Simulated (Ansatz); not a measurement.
## LaMg (Pm-3m): Grüneisen parameters

Aim: how the phonons of LaMg (Pm-3m) shift with volume, and the thermal expansion that follows.

Main program and level: Ansatz 0.2.0; DFT PBEsol, scalar-relativistic, plane waves, PAW; PAW set soft_1.

Report form: inputs, costs, results and the conclusion, without the logs.

### 1. The starting structure

Symmetry: Pm-3m, No. 221, cubic system. Conventional cell: a = 3.908 Å, b = 3.908 Å, c = 3.908 Å, α = 90.00°, β = 90.00°, γ = 90.00°. La has 8 Mg at 3.38 Å nearest. Mg has 8 La at 3.38 Å nearest. Farther neighbours, and contacts between anions beyond the nearest, are not listed.

Coordinates:

```cif
data_structure
_symmetry_space_group_name_H-M 'Pm-3m'
_symmetry_Int_Tables_number 221
_cell_length_a 3.9083
_cell_length_b 3.9083
_cell_length_c 3.9083
_cell_angle_alpha 90.000
_cell_angle_beta 90.000
_cell_angle_gamma 90.000
_cell_volume 59.70
loop_
_atom_site_label
_atom_site_type_symbol
_atom_site_symmetry_multiplicity
_atom_site_Wyckoff_symbol
_atom_site_fract_x
_atom_site_fract_y
_atom_site_fract_z
_atom_site_occupancy
La1 La 1 b 0.50000 0.50000 0.50000 1
Mg1 Mg 1 a 0.00000 0.00000 0.00000 1
```

### 2. Response at finite wavevector

Stability and thermal properties need the whole zone. Linear response on a 4×4×4 q mesh gives force constants as far as a supercell of that size would.

input.yaml

```yaml
crystal:
  lattice:
    - [3.9083353299, 0.0, 0.0]
    - [0.0, 3.9083353299, 0.0]
    - [0.0, 0.0, 3.9083353299]
  atoms:
    - { symbol: La, position: [0.5, 0.5, 0.5] }
    - { symbol: Mg, position: [0.0, 0.0, 0.0] }
kpoints:
  mp_grid: { grid: [12, 12, 12] }
hamiltonian:
  xc: pbesol
  pseudopotentials: { kind: paw, azcp: { folder: soft_1 }, xc_functional: pbe }
scf:
  occupations: { method: methfessel_paxton, width: 0.2 }
output:
  eigenvalues: true
phonons:
  method: dfpt
  qmesh: [4, 4, 4]
  temperatures: { t_max: 1000, t_step: 50 }
  qpath:
    path:
      - [[0.0, 0.0, 0.0], [0.0, 0.5, 0.0], [0.5, 0.5, 0.0], [0.0, 0.0, 0.0], [0.5, 0.5, 0.5], [0.0, 0.5, 0.0]]
      - [[0.5, 0.5, 0.5], [0.5, 0.5, 0.0]]
    npoints: 10
```

Launch:

```
ansatz run input.yaml --threads 4 --pin off --max-ram 10240MiB --backend cpu --events-out ev --progress --plain --runs-dir out
```

The job ended after 7.9 min (4 threads of Intel Xeon Platinum 8488C (Sapphire Rapids), shared host; peak memory 2.6 GiB).

Numbers from this step:

* volume per atom: 29.85 Å³
* gap on the k-mesh: 0 eV
* sum-rule residual before enforcement: 2.02e-5 eV/Å²
* lowest frequency on the path: 0 cm⁻¹
* point group: m-3m
* highest frequency on path, mesh or solved points: 204.2 cm⁻¹
* mean frequency: 129.7 cm⁻¹
* Debye temperature (second moment): 267 K
* logarithmic mean frequency: 112.3 cm⁻¹
* highest optical mode at the zone centre (no LO-TO term): 204.2 cm⁻¹
* lowest optical zone-centre mode: 204.2 cm⁻¹
* lowest mode on the q mesh (acoustic modes at Γ apart): 31.84 cm⁻¹
* zero-point energy per atom: 24.11 meV
* heat capacity at 300 K: 23.99 J/(mol atoms K)
* vibrational entropy at 300 K: 40.87 J/(mol atoms K)
* edges of the widest gap between branches, on path and mesh: 112.9, 167.5 cm⁻¹

Frequencies (cm⁻¹) solved at each irreducible wavevector; negative means imaginary. Frequencies by wavevector, by row:

| q in reciprocal lattice units | star | mode 1 | mode 2 | mode 3 | mode 4 | mode 5 | mode 6 |
| --- | --- | --- | --- | --- | --- | --- | --- |
| 0 0 0 | 1 | 0 | 0 | 0 | 204.2 | 204.2 | 204.2 |
| 0 0 0.25 | 6 | 58.6 | 58.6 | 58.7 | 191.9 | 200.8 | 200.8 |
| 0 0 -0.5 | 3 | 79.1 | 86 | 86 | 167.5 | 195.2 | 195.2 |
| 0 0.25 0.25 | 12 | 31.8 | 67 | 86 | 183 | 194.5 | 200 |
| 0 0.25 -0.5 | 12 | 60.1 | 68.3 | 78.2 | 176.1 | 190.2 | 199.2 |
| 0 -0.5 -0.5 | 3 | 33.5 | 33.5 | 72.8 | 188 | 188 | 202.4 |
| 0.25 0.25 0.25 | 8 | 69.5 | 69.5 | 73.3 | 186.6 | 192.1 | 192.1 |
| 0.25 0.25 -0.5 | 12 | 57.4 | 75.4 | 94.2 | 180.9 | 189.1 | 195.3 |
| 0.25 -0.5 -0.5 | 6 | 76.1 | 76.1 | 87.8 | 187.1 | 187.1 | 194.1 |
| -0.5 -0.5 -0.5 | 1 | 112.9 | 112.9 | 112.9 | 177.9 | 177.9 | 177.9 |

Symmetry leaves 10 wavevectors to solve. The lowest mode among them, the acoustic zeros apart, lies at q = (0, 0.25, 0.25) and is real, 31.8 cm⁻¹.

### 3. Relaxing at another volume, volume ratio 0.97

The volume is scaled by 0.97 and held; symmetry leaves nothing to relax, so this is a single point. The modes can then be followed against volume.

input.yaml, the sections that differ from step 2:

```yaml
crystal:
  lattice:
    - [3.868854496, 0.0, 0.0]
    - [0.0, 3.868854496, 0.0]
    - [0.0, 0.0, 3.868854496]
  atoms:
    - { symbol: La, position: [0.5, 0.5, 0.5] }
    - { symbol: Mg, position: [0.0, 0.0, 0.0] }
output:
  forces: true
  stress: true
  eigenvalues: true
# kpoints, hamiltonian, scf: as in step 2
# phonons: removed
```

Elapsed: 1.7 s, on 4 threads; peak memory 0.45 GiB; 5 s of CPU time.

Read from the output:

| Property | Result |
| --- | --- |
| pressure | 1.197 GPa |
| volume per atom | 28.95 Å³ |

The run ends at a pressure of 1.20 GPa.

### 4. Phonons at the other volume, volume ratio 0.97

The phonons are repeated at this volume on the same meshes, so that differences come from the volume alone.

input.yaml, the sections that differ from step 3:

```yaml
output:
  eigenvalues: true
phonons:
  method: dfpt
  qmesh: [4, 4, 4]
  temperatures: { t_max: 1000, t_step: 50 }
  qpath:
    path:
      - [[0.0, 0.0, 0.0], [0.0, 0.5, 0.0], [0.5, 0.5, 0.0], [0.0, 0.0, 0.0], [0.5, 0.5, 0.5], [0.0, 0.5, 0.0]]
      - [[0.5, 0.5, 0.5], [0.5, 0.5, 0.0]]
    npoints: 10
# crystal, kpoints, hamiltonian, scf: as in step 3
```

Run time: 6.6 min. Hardware: 4 threads; peak memory 2.5 GiB.

Numbers from this step:

* sum-rule residual before enforcement: 1.47e-5 eV/Å²
* highest frequency on path, mesh or solved points: 212.6 cm⁻¹
* mean frequency: 134.3 cm⁻¹
* Debye temperature (second moment): 278 K
* logarithmic mean frequency: 115.7 cm⁻¹
* highest optical mode at the zone centre (no LO-TO term): 212.6 cm⁻¹
* lowest optical zone-centre mode: 212.6 cm⁻¹
* lowest mode on the q mesh (acoustic modes at Γ apart): 29.86 cm⁻¹
* zero-point energy per atom: 24.98 meV
* heat capacity at 300 K: 23.91 J/(mol atoms K)
* vibrational entropy at 300 K: 40.16 J/(mol atoms K)
* edges of the widest gap between branches, on path and mesh: 116.4, 174.1 cm⁻¹

Frequencies (cm⁻¹) solved at each irreducible wavevector; negative means imaginary. Frequencies by wavevector, by row:

| q in reciprocal lattice units | star | mode 1 | mode 2 | mode 3 | mode 4 | mode 5 | mode 6 |
| --- | --- | --- | --- | --- | --- | --- | --- |
| 0 0 0 | 1 | 0 | 0 | 0 | 212.6 | 212.6 | 212.6 |
| 0 0 0.25 | 6 | 60.2 | 60.2 | 61 | 199.3 | 208.6 | 208.6 |
| 0 0 -0.5 | 3 | 82.5 | 88.4 | 88.4 | 174.1 | 202.1 | 202.1 |
| 0 0.25 0.25 | 12 | 31.3 | 68.9 | 89.4 | 189.8 | 203.1 | 207.3 |
| 0 0.25 -0.5 | 12 | 60.6 | 69.5 | 80.4 | 184.2 | 198.4 | 206.3 |
| 0 -0.5 -0.5 | 3 | 29.9 | 29.9 | 74.9 | 196.9 | 196.9 | 209.7 |
| 0.25 0.25 0.25 | 8 | 71.4 | 71.4 | 75.3 | 194 | 200.2 | 200.2 |
| 0.25 0.25 -0.5 | 12 | 58 | 76.6 | 97.4 | 189.5 | 196.2 | 203.6 |
| 0.25 -0.5 -0.5 | 6 | 77.2 | 77.2 | 90 | 195.9 | 195.9 | 201.3 |
| -0.5 -0.5 -0.5 | 1 | 116.4 | 116.4 | 116.4 | 185.2 | 185.2 | 185.2 |

The highest optical mode at the zone centre (no LO-TO term) is 212.6 cm⁻¹, +8.4 cm⁻¹ against the base run.

### 5. Relaxing at another volume, volume ratio 1.03

The volume is scaled by 1.03 and held; symmetry leaves nothing to relax, so this is a single point. The modes can then be followed against volume.

input.yaml, the sections that differ from step 4:

```yaml
crystal:
  lattice:
    - [3.9470342361, 0.0, 0.0]
    - [0.0, 3.9470342361, 0.0]
    - [0.0, 0.0, 3.9470342361]
  atoms:
    - { symbol: La, position: [0.5, 0.5, 0.5] }
    - { symbol: Mg, position: [0.0, 0.0, 0.0] }
output:
  forces: true
  stress: true
  eigenvalues: true
# kpoints, hamiltonian, scf: as in step 4
# phonons: removed
```

It took 1.4 s on 4 threads; peak memory 0.46 GiB.

Read from the output:

- pressure: -1.031 GPa
- volume per atom: 30.75 Å³

The run ends at a pressure of -1.03 GPa.

### 6. Phonons at the other volume, volume ratio 1.03

Edit input.yaml of step 5 so:

```diff
@@ -16,4 +16,11 @@
 output:
-  forces: true
-  stress: true
   eigenvalues: true
+phonons:
+  method: dfpt
+  qmesh: [4, 4, 4]
+  temperatures: { t_max: 1000, t_step: 50 }
+  qpath:
+    path:
+      - [[0.0, 0.0, 0.0], [0.0, 0.5, 0.0], [0.5, 0.5, 0.0], [0.0, 0.0, 0.0], [0.5, 0.5, 0.5], [0.0, 0.5, 0.0]]
+      - [[0.5, 0.5, 0.5], [0.5, 0.5, 0.0]]
+    npoints: 10
```

Elapsed: 7.2 min, on 4 threads; peak memory 2.7 GiB; 27 min of CPU time.

This step gave:

- sum-rule residual before enforcement: 2.39e-5 eV/Å²
- highest frequency on path, mesh or solved points: 196.0 cm⁻¹
- mean frequency: 125 cm⁻¹
- Debye temperature (second moment): 257 K
- logarithmic mean frequency: 108.8 cm⁻¹
- highest optical mode at the zone centre (no LO-TO term): 196.0 cm⁻¹
- lowest optical zone-centre mode: 196.0 cm⁻¹
- lowest mode on the q mesh (acoustic modes at Γ apart): 32.12 cm⁻¹
- zero-point energy per atom: 23.25 meV
- heat capacity at 300 K: 24.05 J/(mol atoms K)
- vibrational entropy at 300 K: 41.61 J/(mol atoms K)
- edges of the widest gap between branches, on path and mesh: 109.3, 161.1 cm⁻¹

The highest optical mode at the zone centre (no LO-TO term) is 196.0 cm⁻¹, -8.2 cm⁻¹ against the base run.

### 7. Grüneisen parameters

The Grüneisen parameter of a mode is minus the logarithmic change of its frequency with volume, −d ln ω / d ln V; weighted by heat capacity it gives the expansion.

Numbers from this step:

* bulk modulus: 37.1 GPa

The phonon branches at the labelled points (cm⁻¹):

| point | branch 1 | branch 2 | branch 3 | branch 4 | branch 5 | branch 6 |
| --- | --- | --- | --- | --- | --- | --- |
| Γ | 0 | 0 | 0 | 204 | 204 | 204 |
| halfway | 59 | 59 | 59 | 192 | 201 | 201 |
| X | 79 | 86 | 86 | 168 | 195 | 195 |
| halfway | 60 | 68 | 78 | 176 | 190 | 199 |
| M | 34 | 34 | 73 | 188 | 188 | 202 |
| halfway | 32 | 67 | 86 | 183 | 194 | 200 |
| Γ | 0 | 0 | 0 | 204 | 204 | 204 |
| halfway | 70 | 70 | 73 | 187 | 192 | 192 |
| R | 113 | 113 | 113 | 178 | 178 | 178 |
| halfway | 57 | 75 | 94 | 181 | 189 | 195 |
| X | 79 | 86 | 86 | 168 | 195 | 195 |
| jump to R | 113 | 113 | 113 | 178 | 178 | 178 |
| halfway | 76 | 76 | 88 | 187 | 187 | 194 |
| M | 34 | 34 | 73 | 188 | 188 | 202 |

The same for volume x 0.97:

| point | branch 1 | branch 2 | branch 3 | branch 4 | branch 5 | branch 6 |
| --- | --- | --- | --- | --- | --- | --- |
| Γ | 0 | 0 | 0 | 213 | 213 | 213 |
| X | 82 | 88 | 88 | 174 | 202 | 202 |
| M | 30 | 30 | 75 | 197 | 197 | 210 |
| Γ | 0 | 0 | 0 | 213 | 213 | 213 |
| R | 116 | 116 | 116 | 185 | 185 | 185 |
| X | 82 | 88 | 88 | 174 | 202 | 202 |
| R | 116 | 116 | 116 | 185 | 185 | 185 |
| M | 30 | 30 | 75 | 197 | 197 | 210 |

The same for volume x 1.03:

| point | branch 1 | branch 2 | branch 3 | branch 4 | branch 5 | branch 6 |
| --- | --- | --- | --- | --- | --- | --- |
| Γ | 0 | 0 | 0 | 196 | 196 | 196 |
| X | 76 | 84 | 84 | 161 | 188 | 188 |
| M | 36 | 36 | 71 | 179 | 179 | 195 |
| Γ | 0 | 0 | 0 | 196 | 196 | 196 |
| R | 109 | 109 | 109 | 171 | 171 | 171 |
| X | 76 | 84 | 84 | 161 | 188 | 188 |
| R | 109 | 109 | 109 | 171 | 171 | 171 |
| M | 36 | 36 | 71 | 179 | 179 | 195 |

Mode Grueneisen parameter -dln(w)/dln(V), modes matched by rank; at Γ the acoustic branches take the value of a neighbouring point of the path. The mode Grüneisen parameters at the labelled points ():

| point | branch 1 | branch 2 | branch 3 | branch 4 | branch 5 | branch 6 |
| --- | --- | --- | --- | --- | --- | --- |
| Γ | 0.92 | 0.92 | 1.19 | 1.35 | 1.35 | 1.35 |
| halfway | 1.09 | 0.94 | 1.19 | 1.28 | 1.26 | 1.26 |
| X | 1.46 | 0.91 | 0.91 | 1.29 | 1.16 | 1.16 |
| halfway | 0.33 | 0.68 | 0.94 | 1.52 | 1.41 | 1.17 |
| M | -3.14 | -3.14 | 0.94 | 1.56 | 1.56 | 1.18 |
| halfway | -0.42 | 0.95 | 1.30 | 1.23 | 1.46 | 1.20 |
| Γ | 0.55 | 0.94 | 1.21 | 1.35 | 1.35 | 1.35 |
| halfway | 0.91 | 0.91 | 0.89 | 1.29 | 1.38 | 1.38 |
| R | 1.05 | 1.05 | 1.05 | 1.34 | 1.34 | 1.34 |
| halfway | 0.38 | 0.58 | 1.11 | 1.57 | 1.25 | 1.39 |
| X | 1.46 | 0.91 | 0.91 | 1.29 | 1.16 | 1.16 |
| jump to R | 1.05 | 1.05 | 1.05 | 1.34 | 1.34 | 1.34 |
| halfway | 0.53 | 0.53 | 0.82 | 1.56 | 1.56 | 1.21 |
| M | -3.14 | -3.14 | 0.94 | 1.56 | 1.56 | 1.18 |

(dS/dlnV)/C_V. The thermodynamic Grueneisen parameter by temperature:

| temperature (K) | thermodynamic Grueneisen parameter |
| --- | --- |
| 50 | 0.749 |
| 100 | 0.931 |
| 150 | 0.979 |
| 200 | 0.996 |
| 250 | 1.00 |
| 300 | 1.01 |
| 350 | 1.01 |
| 400 | 1.01 |
| 450 | 1.01 |
| 500 | 1.02 |
| 550 | 1.02 |
| 600 | 1.02 |
| 650 | 1.02 |
| 700 | 1.02 |
| 750 | 1.02 |
| 800 | 1.02 |
| 850 | 1.02 |
| 900 | 1.02 |
| 950 | 1.02 |
| 1000 | 1.02 |

Gamma C_V/(B V) at the static volume. Table of volume expansion by temperature:

| temperature (K) | volume expansion (1e-6/K) |
| --- | --- |
| 50 | 11.9 |
| 100 | 25.6 |
| 150 | 31.6 |
| 200 | 34.2 |
| 250 | 35.5 |
| 300 | 36.3 |
| 350 | 36.8 |
| 400 | 37.1 |
| 450 | 37.3 |
| 500 | 37.5 |
| 550 | 37.6 |
| 600 | 37.6 |
| 650 | 37.8 |
| 700 | 37.8 |
| 750 | 37.9 |
| 800 | 37.9 |
| 850 | 37.9 |
| 900 | 37.9 |
| 950 | 38.0 |
| 1000 | 38.0 |

### 8. Outcome

```yaml
bulk_modulus: 37.1 GPa
thermodynamic_grueneisen_parameter_at_300_k: 1.009
volume_expansion_at_300_k_estimated: 36.3 × 10⁻⁶ K⁻¹
```

In words: By this estimate the volume grows by 36.3 × 10⁻⁶ per kelvin at 300 K. The highest optical mode at Γ goes from 213 to 196 cm⁻¹ as the cell grows, a Grüneisen parameter of 1.35. Mode parameters on the path run from -3.1 to 1.6, with a median of 1.2. Modes with negative values stiffen as the cell grows and pull against the expansion. Branches are matched by rank, so values near crossings are rough. The expansion is the Grüneisen estimate at the static volume, with the static bulk modulus. With no gap, or one that is small against the smearing, the frequencies hang on the k mesh and the smearing, most of all near Kohn anomalies. The phonon runs are without spin polarisation, although the cell has an odd electron count. Spin-orbit coupling is left out, which can matter for the heavy elements here. The PAW files were made for PBE and serve the other functionals too. A phonon run warned that its eigensolver left some bands unconverged in a pass.

[Long decimals in the printed logs are rounded to 6 places.]

[Logs are printed without paths, hosts, clocks, repeated set-up lines and the standing remarks that a program may print on its own settings, such as how far it seeks lower states.]

[Hosts, paths, dates, database ids (printed as entryN), source tags and the programs' standing remarks are cut or masked in the printed files.]

[Where the starting crystal was built by hand or by swapping elements, it need not be the compound's stable phase.]
